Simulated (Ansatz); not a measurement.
# YSe (Fm-3m): from the cell to its phonons, part 2 of 2

Task: relax YSe (Fm-3m), then find its harmonic phonons.

Ansatz 0.2.0; DFT PBEsol, scalar-relativistic, plane waves, PAW; PAW set soft_1.

So far. Step 3 (Tight relaxation): The forces vanish by symmetry and the pressure is 0.000 GPa, within the tolerances set. The cell now holds 23.01 Å³/atom. The relaxed cell has a = 5.689 Å (conventional setting).

## 4. Linear response at the zone centre

The zone centre comes first: it holds the modes that light can see, as far as symmetry allows. No field response is asked, since the mesh shows no gap.

The input, input.yaml:

```yaml
crystal:
  lattice:
    - [0.0, 2.8444702354, 2.8444702354]
    - [2.8444702354, 0.0, 2.8444702354]
    - [2.8444702354, 2.8444702354, 0.0]
  atoms:
    - { symbol: "Y", position: [0.5, 0.5, 0.5] }
    - { symbol: Se, position: [0.0, 0.0, 0.0] }
kpoints:
  mp_grid: { grid: [12, 12, 12] }
hamiltonian:
  xc: pbesol
  pseudopotentials: { kind: paw, azcp: { folder: soft_1 }, xc_functional: pbe }
scf:
  occupations: { method: methfessel_paxton, width: 0.2 }
output:
  eigenvalues: true
phonons:
  method: dfpt
```

Command:

```bash
$ ansatz run input.yaml --threads 4 --pin off --max-ram 10240MiB --backend cpu --events-out ev --progress --plain --runs-dir out
```

Numbers of over 12 decimals in the logs are rounded to 6 here.

Log:

```text
[...]
Crystal: 2 atoms, lattice volume = 46.029 Å³
Basis set: ecut = 420 eV, 893 PW (Γ), exchange–correlation on 54×54×54 points (8 copies of the dense FFT grid, shifted against one another)
Bands: 18, of which v1, the nominal top of the filled ones, is band 14 counted from 1 (13 counted from 0)
Symmetry: 48 space group operations
k-points: 163 of 1728 (irreducible under 8 space group operations, time reversal used)
[...]
SCF iter   1: F=—  HF=-9223.804549 eV  |F-HF|=—  |Δ(HF+E_count)|=         —  Δρ=5.22e-2  dr2=2.08e0  ethr=3.10e-3  ⟨swp⟩=5.6  Hψ=29665  notcnv=0
[...]
SCF iter  10: F=-9223.034215 eV  HF=-9223.034215 eV  |F-HF|=0.00e0  |Δ(HF+E_count)|=  1.82e-11  S|Δr|=    0.00e0  Δρ=6.21e-8  dr2=9.76e-13  ethr=1.00e-12  ⟨swp⟩=10.5  Hψ=18841  notcnv=0
SCF 1 converged in 10 iterations: F = -9223.034215 eV  dr2 = 9.76e-13
[...]
DFPT response loops at Γ: preconditioner auto → Kerker (q_TF=auto, 2.496 Å⁻¹) (partly filled bands, converged f_vac=0.000); β = 1.00, the filter's whole step (`scf.mixing.beta` (0.50) is not read by the response loops under this deck's `scf.mixing.preconditioner`; to damp them name `kerker` or `kerker_dos`, under which they read `scf.mixing.beta`, and type it under 1.00, their step now; both keys bind the ground state too); Broyden in place of MSR1
SCF converged after 10 iterations
[...]
Free energy (F): -9223.034215 eV
[...]
Internal energy: -9223.037335 eV  (E = F + TS)
E sigma→0 (E₀):  -9223.034995 eV
Entropy (-TS):   0.003120 eV (1.560 meV/atom)
Fermi energy:    12.836878 eV
[...]
--- Band table (eV; the first three rows and the last of 163) ---
  k-point 0: bands = [... 10 lower, 9.8506, 9.8506, 9.8506, 12.5982, 12.5982, 12.5982, 13.4099, 13.4099, ... 4 higher]
  k-point 1: bands = [... 10 lower, 9.3625, 9.6197, 9.6197, 12.6948, 12.7353, 12.7353, 13.7489, 13.7489, ... 4 higher]
  k-point 2: bands = [... 10 lower, 8.3985, 9.1322, 9.1322, 12.8192, 13.0802, 13.0802, 14.6129, 14.6129, ... 4 higher]
  k-point 162: bands = [... 10 lower, 7.6294, 7.7467, 7.7467, 13.6784, 13.6784, 15.2045, 15.8572, 16.1312, ... 4 higher]
--- Phonons (Γ-DFPT): 2 representative perturbations + reference, on 163 of 1728 k-points (Σ response iterations 6) ---
  k mesh reduced under 8 symmetry operations, with k and −k counted as one. Each operation leaves every solved perturbation unchanged. A smaller set is not used because it would not reduce the number of displacements times k-points to solve
  ASR residual: 2.651e-5 → 0.000e0 eV/Å²; symmetrization residual: 1.090e-5 eV/Å²
  ASR residual per site (eV/Å²): 2.65e-5 1.08e-5
  Γ frequencies (cm⁻¹): 0.00 0.00 0.00 213.25 213.25 213.25
  non-analytic LO–TO correction: not included (Born effective charges unavailable; polar crystals: no LO–TO splitting at Γ)
```

Elapsed: 11 s, on 4 threads of Intel Xeon 6975P-C (Granite Rapids), shared host; peak memory 0.8 GiB; 39 s of CPU time.

In the SCF lines HF is the Harris–Foulkes energy and dr2 the Hartree energy of the density residual, in eV; the loop may stop once dr2 is under the threshold and the program's other checks hold. Hψ counts applications of the Hamiltonian.

Numbers from this step:

```
sum-rule residual before enforcement                    : 2.65e-5 eV/Å²
point group                                             : m-3m
highest optical mode at the zone centre (no LO-TO term) : 213.2 cm⁻¹
lowest optical zone-centre mode                         : 213.2 cm⁻¹
```

Patterns of degenerate modes are one choice out of their space. The modes at Γ (shares of kinetic energy by element, %):

```
mode  frequency (cm⁻¹)  symmetry  Y %  Se %
   1               0.0  acoustic   53    47
   2               0.0  acoustic   53    47
   3               0.0  acoustic   53    47
   4             213.2       T1u   47    53
   5             213.2       T1u   47    53
   6             213.2       T1u   47    53
```

Displacements in mode 5 (213.2 cm⁻¹), the largest set to 1:
```
Y1  -0.89  0.00  0.00
Se2  1.00  0.00  0.00
```

Before it was imposed, the acoustic sum rule was missed by 2.7e-5 eV/Å². Small misses are needed for a sound result but don't prove that mesh and cutoff are converged. The lowest optical mode is real, 213 cm⁻¹.

## 5. Response at finite wavevector

Stability and thermal properties need the whole zone. Linear response on a 4×4×4 q mesh gives force constants as far as a supercell of that size would.

Changes to input.yaml since step 4:

```diff
@@ -19 +19,8 @@
   method: dfpt
+  qmesh: [4, 4, 4]
+  temperatures: { t_max: 1000, t_step: 50 }
+  qpath:
+    path:
+      - [[0.0, 0.0, 0.0], [0.5, 0.0, 0.5], [0.625, 0.25, 0.625]]
+      - [[0.375, 0.375, 0.75], [0.0, 0.0, 0.0], [0.5, 0.5, 0.5], [0.5, 0.25, 0.75], [0.5, 0.0, 0.5]]
+    npoints: 10
```

Log:

```text
[...]
Crystal: 2 atoms, lattice volume = 46.029 Å³
Basis set: ecut = 420 eV, 893 PW (Γ), exchange–correlation on 54×54×54 points (8 copies of the dense FFT grid, shifted against one another)
Bands: 18, of which v1, the nominal top of the filled ones, is band 14 counted from 1 (13 counted from 0)
Symmetry: 48 space group operations
k-points: 72 of 1728
[...]
SCF iter   1: F=—  HF=-9223.804486 eV  |F-HF|=—  |Δ(HF+E_count)|=         —  Δρ=5.22e-2  dr2=2.08e0  ethr=3.10e-3  ⟨swp⟩=5.6  Hψ=13056  notcnv=0
[...]
SCF iter  10: F=-9223.034215 eV  HF=-9223.034215 eV  |F-HF|=1.82e-12  |Δ(HF+E_count)|=  1.46e-11  S|Δr|=    0.00e0  Δρ=6.19e-8  dr2=9.86e-13  ethr=1.00e-12  ⟨swp⟩=10.4  Hψ=8309  notcnv=0
SCF 1 converged in 10 iterations: F = -9223.034215 eV  dr2 = 9.86e-13
[...]
phonons: the bands overlap, so this run is a metal and interpolates without the dipole-dipole term. If the crystal is really an insulator or semiconductor, its LO-TO splitting is missing
NSCF: frozen V_eff on 72 k-points
[...]
DFPT response loops at q = (0, 0, 0) (fractional): preconditioner auto → Kerker (q_TF=auto, 2.496 Å⁻¹) (partly filled bands, converged f_vac=0.000); β = 1.00, the filter's whole step (`scf.mixing.beta` (0.50) is not read by the response loops under this deck's `scf.mixing.preconditioner`; to damp them name `kerker` or `kerker_dos`, under which they read `scf.mixing.beta`, and type it under 1.00, their step now; both keys bind the ground state too); Broyden in place of MSR1
[...]
SCF converged after 10 iterations
[...]
Free energy (F): -9223.034215 eV
[...]
Internal energy: -9223.037335 eV  (E = F + TS)
E sigma→0 (E₀):  -9223.034995 eV
Entropy (-TS):   0.003120 eV (1.560 meV/atom)
Fermi energy:    12.836878 eV
[...]
--- Band table (eV; the first three rows and the last of 72) ---
  k-point 0: bands = [... 10 lower, 9.8506, 9.8506, 9.8506, 12.5982, 12.5982, 12.5982, 13.4099, 13.4099, ... 4 higher]
  k-point 1: bands = [... 10 lower, 9.3625, 9.6197, 9.6197, 12.6948, 12.7353, 12.7353, 13.7489, 13.7489, ... 4 higher]
  k-point 2: bands = [... 10 lower, 8.3985, 9.1322, 9.1322, 12.8192, 13.0802, 13.0802, 14.6129, 14.6129, ... 4 higher]
  k-point 71: bands = [... 10 lower, 7.6294, 7.7467, 7.7467, 13.6784, 13.6784, 15.2045, 15.8572, 16.1312, ... 4 higher]
--- Phonons (Γ-DFPT): 2 representative perturbations + reference (Σ response iterations 6) ---
  ASR residual: 1.993e-5 → 0.000e0 eV/Å²; symmetrization residual: 1.141e-5 eV/Å²
  ASR residual per site (eV/Å²): 1.99e-5 1.18e-5
  Γ frequencies (cm⁻¹): 0.00 0.00 0.00 213.25 213.25 213.25
--- Phonons (arbitrary-q DFPT): 8 irreducible q on the 4×4×4 mesh ---
  q = [0.0000, 0.0000, 0.0000] (star 1, of the zone-centre solve; hermiticity 3.26e-6, symmetrization 1.44e-11): 0.00 0.00 0.00 213.25 213.25 213.25
  q = [0.0000, 0.0000, 0.2500] (star 8, 2 solved perturbations on 936 of 1728 k-point pairs; hermiticity 5.10e-7, symmetrization 2.80e-12): 81.42 81.42 98.22 197.60 200.49 200.49
[...]
q = [0.0000, 0.2500, 0.2500] (star 6, 4 solved perturbations in 1608 linear systems a pass and spin channel, the states on 510 of 1728 k-point pairs; hermiticity 1.78e-6, symmetrization 2.51e-13): 49.78 49.78 126.54 175.17 211.93 211.93
[...]
sum rule: each row above includes the acoustic sum rule's correction from the zone centre's row sums; it moved no ω² by more than (0.25 cm⁻¹)²
  mesh force constants: q→R imaginary residual 5.67e-18; ASR residual 1.993e-5 → 0.000e0 eV/Å²; symmetrization residual 6.217e-15 eV/Å²
  interpolated dispersion: 62 rows × 6 modes
  density of states and harmonic sums: on the 20×20×20 q-mesh, interpolated from the force constants of a 4×4×4 supercell (no non-analytic term)
  largest difference from the sums on the solved wave vectors: F 1.28e-2 eV, S 1.68e-5 and C_V 4.01e-6 eV/K
  zero-point energy: 0.052634 eV/cell   skipped modes (ω ≤ 0): 3   left out of the sums: 6.25e-5 of the cell's modes: C_V's classical limit lies that fraction below 3 k_B per atom; for a crystal, a wire or a layer, F and S can be off by more, and a phonons.interpolated_qmesh denser along its periods is the remedy for the sampling
```

Elapsed: 5 min, on 4 threads; peak memory 3.6 GiB.

This step gave:

| Item | Value |
| --- | --- |
| sum-rule residual before enforcement | 1.99e-5 eV/Å² |
| lowest frequency on the path | 0 cm⁻¹ |
| highest frequency on the path or at a solved wavevector | 213.2 cm⁻¹ |
| mean frequency | 141.5 cm⁻¹ |
| Debye temperature (second moment) | 283 K |
| logarithmic mean frequency | 128.4 cm⁻¹ |
| lowest mode on the q mesh (acoustic modes at Γ apart) | 49.78 cm⁻¹ |
| zero-point energy per atom | 26.32 meV |
| heat capacity at 300 K | 23.87 J/(mol atoms K) |
| vibrational entropy at 300 K | 37.58 J/(mol atoms K) |
| edges of the widest gap between branches, on path and mesh | 133.9, 169 cm⁻¹ |

Frequencies (cm⁻¹) solved at each irreducible wavevector; negative means imaginary. Frequencies by wavevector, by row:

| q in reciprocal lattice units | star | mode 1 | mode 2 | mode 3 | mode 4 | mode 5 | mode 6 |
| --- | --- | --- | --- | --- | --- | --- | --- |
| 0 0 0 | 1 | 0 | 0 | 0 | 213.2 | 213.2 | 213.2 |
| 0 0 0.25 | 8 | 81.4 | 81.4 | 98.2 | 197.6 | 200.5 | 200.5 |
| 0 0 -0.5 | 4 | 106.2 | 133.9 | 133.9 | 169 | 169 | 181 |
| 0 0.25 0.25 | 6 | 49.8 | 49.8 | 126.5 | 175.2 | 211.9 | 211.9 |
| 0 0.25 -0.5 | 24 | 71 | 94.2 | 97 | 196.1 | 196.7 | 197.7 |
| 0 0.25 -0.25 | 12 | 62.3 | 118.5 | 126.2 | 170.3 | 176.6 | 207.4 |
| 0 -0.5 -0.5 | 3 | 60.2 | 64.5 | 64.5 | 208 | 208.4 | 208.4 |
| 0.25 -0.5 -0.25 | 6 | 67.2 | 67.2 | 109.2 | 172.7 | 206.3 | 206.3 |

Interpolated from a 4×4×4 q mesh. The phonon branches at the labelled points (cm⁻¹):

| point | branch 1 | branch 2 | branch 3 | branch 4 | branch 5 | branch 6 |
| --- | --- | --- | --- | --- | --- | --- |
| Γ | 0 | 0 | 0 | 213 | 213 | 213 |
| halfway | 50 | 50 | 126 | 175 | 212 | 212 |
| X | 60 | 64 | 64 | 208 | 208 | 208 |
| halfway | 54 | 74 | 75 | 205 | 205 | 207 |
| U | 47 | 93 | 94 | 195 | 196 | 206 |
| jump to K | 47 | 93 | 94 | 195 | 196 | 206 |
| halfway | 59 | 108 | 116 | 183 | 184 | 210 |
| Γ | 0 | 0 | 0 | 213 | 213 | 213 |
| halfway | 81 | 81 | 98 | 198 | 200 | 200 |
| L | 106 | 134 | 134 | 169 | 169 | 181 |
| halfway | 78 | 92 | 125 | 174 | 196 | 196 |
| W | 67 | 67 | 109 | 173 | 206 | 206 |
| halfway | 52 | 76 | 84 | 194 | 206 | 209 |
| X | 60 | 64 | 64 | 208 | 208 | 208 |

The phonon branches as a text plot (rows in cm⁻¹):

```
    209 |***********************************             ********
    200 |   *     **    ***       **       **         ***     *
    191 |        *        **     *           *      **       *
    182 |    ** *           *   *             *******       *
    173 |      *             ***                ************
    164 |
    155 |
    147 |
    138 |                                        *
    129 |      *             **                 * *****
    120 |    **             *****              *   *   **
    111 |       *           *   *            ****   *    ***
    102 |                  *     *          *    *** *
     93 |   *    *       **      *           *      * *     **
     84 |               **        **       **        * *
     76 |         **   *                              ***  ****
     67 |  *     ******        *  **      **            ****   **
     58 |       *    ***    *** *   *                       * ***
     49 |      *        ****     *  *    **                  *
     40 |    **                   **
     31 | * *                        *   *
     22 |  *                        **  *
     13 | *                          *  *
      4 |*                            **
         Γ           X  U|K            Γ         L        W     X
```

The phonon density of states has structure finer than the step of the table below, so its rows give means over 5 cm⁻¹, whole bins alone (the curve runs from 1 to 213 cm⁻¹). Peaks (cm⁻¹: height): 77.0: 0.0511, 123.0: 0.0505, 175.0: 0.0874, 205.0: 0.143.

Tetrahedra on a 20×20×20 mesh, mean over bins of 2 cm-1. Interpolated from a 4×4×4 q mesh. Phonon density of states against wavenumber; means over each step:

wavenumber (cm⁻¹), phonon density of states (1/cm⁻¹/cell) and a bar:
```
        5      0.000 
       10      0.000 
       15      0.000 
       20      0.001 
       25      0.001 
       30      0.002 #
       35      0.003 #
       40      0.004 #
       45      0.005 #
       50      0.013 ###
       55      0.024 ######
       60      0.031 #######
       65      0.043 ##########
       70      0.048 ############
       75      0.048 ############
       80      0.043 ##########
       85      0.036 #########
       90      0.034 ########
       95      0.033 ########
      100      0.033 ########
      105      0.034 ########
      110      0.036 #########
      115      0.040 ##########
      120      0.045 ###########
      125      0.033 ########
      130      0.009 ##
      135      0.001 
      140      0.000 
      145      0.000 
      150      0.000 
      155      0.000 
      160      0.000 
      165      0.000 
      170      0.012 ###
      175      0.066 ################
      180      0.060 ###############
      185      0.054 #############
      190      0.055 #############
      195      0.061 ###############
      200      0.077 ###################
      205      0.123 ##############################
      210      0.084 #####################
```

The partial phonon density of states has structure finer than the step of the table below, so its rows give means over 10 cm⁻¹, whole bins alone (the curve runs from -10 to 230 cm⁻¹). Peaks (cm⁻¹: height): Se 71.4: 0.0209, 178.4: 0.0612, 185.9: 0.0503, 205.5: 0.0722; Y 71.4: 0.0292, 110.6: 0.035, 121.1: 0.0449, 207.0: 0.0530.

Phonopy on the run's constants, 17x17x17 mesh, Gaussian sigma 2.0 cm-1. Interpolated from a 4×4×4 q mesh. Table of partial phonon density of states by wavenumber; means over each step; values in 1/cm⁻¹/cell:

```
wavenumber (cm⁻¹)       Se        Y
                0   2.9e-5   3.2e-5
               10   9.4e-5   1.0e-4
               20   3.9e-4   4.4e-4
               30  0.00102  0.00116
               40  0.00191  0.00221
               50  0.00634  0.00862
               60   0.0133   0.0184
               70   0.0195   0.0267
               80   0.0164   0.0254
               90   0.0111   0.0221
              100  0.00882   0.0246
              110  0.00644   0.0301
              120  0.00336   0.0375
              130   6.0e-4   0.0131
              140   4.3e-6   1.5e-4
              150        0        0
              160   2.0e-5   3.0e-7
              170   0.0226   9.1e-4
              180   0.0514  0.00694
              190   0.0409   0.0149
              200   0.0510   0.0312
              210   0.0440   0.0350
              220   6.8e-4   6.0e-4
```

Second derivatives of the energy by pair, one row for each kind of neighbour of each atom listed. Each entry sums the pair over the periodic images of the supercell that the q mesh stands for, and in a polar crystal it holds the long-range dipole part too. Force constants by pair, by row:

| atom | neighbour | distance (Å) | third of the trace (eV/Å²) | along the pair's line (eV/Å²) |
| --- | --- | --- | --- | --- |
| Y1 | itself | 0 | 6.032 | – |
| Y1 | Se | 2.844 | -1.084 | -3.155 |
| Y1 | Y | 4.023 | 0.0663 | 0.1948 |
| Y1 | Se | 4.927 | -0.0444 | -0.0927 |
| Y1 | Y | 5.689 | 0.1412 | 0.5323 |
| Y1 | Se | 6.36 | -0.017 | -0.0594 |
| Y1 | Y | 6.968 | -0.0247 | -0.0662 |
| Se2 | itself | 0 | 8.116 | – |
| Se2 | Y | 2.844 | -1.084 | -3.155 |
| Se2 | Se | 4.023 | -0.0337 | -0.1362 |
| Se2 | Y | 4.927 | -0.0444 | -0.0927 |
| Se2 | Se | 5.689 | -0.0937 | -0.3242 |
| Se2 | Y | 6.36 | -0.017 | -0.0594 |
| Se2 | Se | 6.968 | -0.0034 | -0.0066 |

Harmonic thermodynamic functions per atom, from the density of states. Interpolated from a 4×4×4 q mesh. Thermodynamic functions, by row:

```csv
T (K),F_vib (meV/atom),S (J/mol-atom/K),C_V (J/mol-atom/K)
0,26.32,0,0
50,25.59,4.643,8.979
100,20.77,13.91,17.59
200,-1.56,28.12,22.65
300,-35.9,37.58,23.87
400,-78.61,44.52,24.33
500,-127.7,49.98,24.55
600,-181.9,54.47,24.67
700,-240.3,58.27,24.74
800,-302.5,61.58,24.79
900,-367.9,64.5,24.82
1000,-436.1,67.12,24.84
```

Harmonic mean-square displacement, third of the trace. Interpolated from a 4×4×4 q mesh. Mean square displacements, by row:

| T (K) | Y1 U_eq (Å²) | Se2 U_eq (Å²) |
| --- | --- | --- |
| 0 | 0.00185 | 0.00167 |
| 100 | 0.00354 | 0.00297 |
| 300 | 0.00949 | 0.00768 |
| 600 | 0.01876 | 0.01511 |

Symmetry leaves 8 wavevectors to solve. The lowest mode among them, the acoustic zeros apart, lies at q = (0, 0.25, 0.25) and is real, 49.8 cm⁻¹.

## 6. Isotope substitution

An isotope changes the mass and not the force constants, so no new electronic calculation is needed; the shifts show which modes move this element.

The same force constants with the mass of Se changed from 78.971 to 81.917 u (phonopy, no LO-TO term). Both lists are sorted by frequency; levels can cross, so a row need not hold one and the same mode. Modes under 3 cm⁻¹ are left out. Isotope shifts, by row:

```
          q  rank  natural mass (cm⁻¹)  changed mass (cm⁻¹)
      0 0 0     4                213.2                211.2
      0 0 0     5                213.2                211.2
      0 0 0     6                213.2                211.2
   0 0 0.25     1                81.42                80.83
   0 0 0.25     2                81.42                80.83
   0 0 0.25     3                98.22                97.55
   0 0 0.25     4                197.6                195.3
   0 0 0.25     5                200.5                198.3
   0 0 0.25     6                200.5                198.3
   0 0 -0.5     1                106.2                106.2
   0 0 -0.5     2                133.9                133.9
   0 0 -0.5     3                133.9                133.9
   0 0 -0.5     4                  169                165.9
   0 0 -0.5     5                  169                165.9
   0 0 -0.5     6                  181                177.7
0 0.25 0.25     1                49.78                49.35
0 0.25 0.25     2                49.78                49.35
0 0.25 0.25     3                126.5                126.5
0 0.25 0.25     4                175.2                  172
0 0.25 0.25     5                211.9                209.9
0 0.25 0.25     6                211.9                209.9
```

A mode of this element alone would shift by -1.81 %. The highest zone-centre frequency without the field goes from 213.2 to 211.2 cm⁻¹ (-1.0 %). The product of the frequency ratios over all optical modes at Γ is 0.972; the product rule, (m/m′)^(3k/2) (M′/M)^(3/2) with k = 1 such atoms and M the mass of the cell, gives 0.972.

## 7. Outcome

```
space group after relaxation (within 0.01 Å)            : Fm-3m
volume per atom                                         : 23.0 Å³
electronic character                                    : no gap on this mesh
highest optical mode at the zone centre (no LO-TO term) : 213 cm⁻¹
lowest optical zone-centre mode                         : 213 cm⁻¹
lowest mode on the q mesh (acoustic modes at Γ apart)   : 49.8 cm⁻¹
highest frequency on the path or at a solved wavevector : 213 cm⁻¹
zero-point energy per atom                              : 26.3 meV
heat capacity at 300 K                                  : 23.9 J/(mol atoms K)
vibrational entropy at 300 K                            : 37.6 J/(mol atoms K)
Debye temperature (second moment)                       : 283 K
imaginary modes on the 4×4×4 q mesh                     : none
```

The structure is a minimum as far as tested: no mode is imaginary at the 8 irreducible wavevectors of the 4×4×4 mesh, and the softest away from the acoustic zeros lies at 50 cm⁻¹. The optical modes at Γ form one degenerate level at 213 cm⁻¹. On the path and the mesh, the widest gap between branches runs from 134 to 169 cm⁻¹. With no gap, or one that is small against the smearing, the frequencies hang on the k mesh and the smearing, most of all near Kohn anomalies. The phonon runs are without spin polarisation, although the cell has an odd electron count. The PAW files were made for PBE and serve the other functionals too. These are harmonic frequencies at zero temperature: anharmonic shifts, linewidths and thermal expansion are left out.

[Logs are printed without paths, hosts, clocks, repeated set-up lines and the standing remarks that a program may print on its own settings, such as how far it seeks lower states.]

[Hosts, paths, dates, database ids (printed as entryN), source tags and the programs' standing remarks are cut or masked in the printed files.]
